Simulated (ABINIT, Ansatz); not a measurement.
Records of electronic-structure calculations.

## CsCdCl3 (Pm-3m): one start, several treatments of the self-energy

It takes space group Pm-3m (No. 221, cubic). Conventional cell: a = 5.200 Å, b = 5.200 Å, c = 5.200 Å, α = 90.00°, β = 90.00°, γ = 90.00°. Cs has 12 Cl at 3.68 Å nearest. Cd has 6 Cl at 2.60 Å nearest. Cl has 2 Cd at 2.60 Å and 4 Cs at 3.68 Å nearest. Farther neighbours, and contacts between anions beyond the nearest, are not listed.

```
Cs Cd Cl
1.0
     5.20000    0.00000    0.00000
     0.00000    5.20000    0.00000
     0.00000    0.00000    5.20000
Cs Cd Cl
1 1 3
Direct
  0.00000 0.00000 0.00000
  0.50000 0.50000 0.50000
  0.00000 0.50000 0.50000
  0.50000 0.00000 0.50000
  0.50000 0.50000 0.00000
```

```
method                                   : RPA screening on LDA, plane waves, norm-conserving pseudopotentials (and 3 further levels or steps)
program                                  : ABINIT 10.8.3
settings                                 : cutoff 47 Ha, PseudoDojo scalar-relativistic 0.4.1 standard, norm-conserving, potential set dojo-sr-lda-0.4.1-standard, ngkpt (2, 2, 2), nband 196, ecuteps 5.2 Ha, inclvkb 2, shiftk (0, 0, 0), symchi 1, awtr 1, frequency ppm, 2×2×2 k-mesh
cost                                     : 6 runs, 17 min in all on 4 MPI ranks of Intel Xeon Platinum 8375C at 2.90GHz (Ice Lake), shared host
notes                                    : The database entry behind the starting cell is an old determination (1928). The cell and positions come from the Crystallography Open Database and are kept as given unless a step says otherwise. Limits: d shell near the gap, gap tends to lie low; no spin-orbit coupling. The 2×2×2 mesh is coarse for this cell, which bears on the long-range parts of exchange and screening.
G0W0, Godby-Needs plasmon pole           : 3.697 eV
G0W0, von der Linden-Horsch plasmon pole : 3.647 eV
G0W0, Engel-Farid plasmon pole           : 3.621 eV
one-shot Hartree-Fock                    : 10.261 eV
known limits                             : short of the basis limit; d shell near the gap, gap tends to lie low; no spin-orbit coupling; coarse k mesh
```

G0W0, von der Linden-Horsch plasmon pole: −0.050 eV against G0W0, Godby-Needs plasmon pole. G0W0, Engel-Farid plasmon pole: −0.076 eV against G0W0, Godby-Needs plasmon pole.

[Long decimals in the printed logs are rounded to 6 places.]

[Logs are printed without paths, hosts, clocks, repeated set-up lines and the standing remarks that a program may print on its own settings, such as how far it seeks lower states.]

[Paths, hosts, dates, memory and timing lines, banners, echoed tables and standing remarks are left out of the program output; an Ansatz launch command may be rebuilt from the run's recorded settings. Measured values are a selection of at most five: reports struck by readers or far from the other reports are left out. None is set beside runs whose start may be inverted or whose files or cutoffs have a known fault.]

[Runs of the session that timed out or met a known fault of the program may be left out.]

[Hosts, paths, dates, database ids (printed as entryN), source tags and the programs' standing remarks are cut or masked in the printed files.]

[G0W0 gaps are taken among the corrected bands and points alone; a level outside them can change the order at an edge.]

[Where Ansatz stands beside ABINIT at settings called matched, ABINIT's density can come from a denser mesh and the files from another edition; pairs whose starting gaps differed by over 0.03 eV were left out, so agreement reads better than it is.]
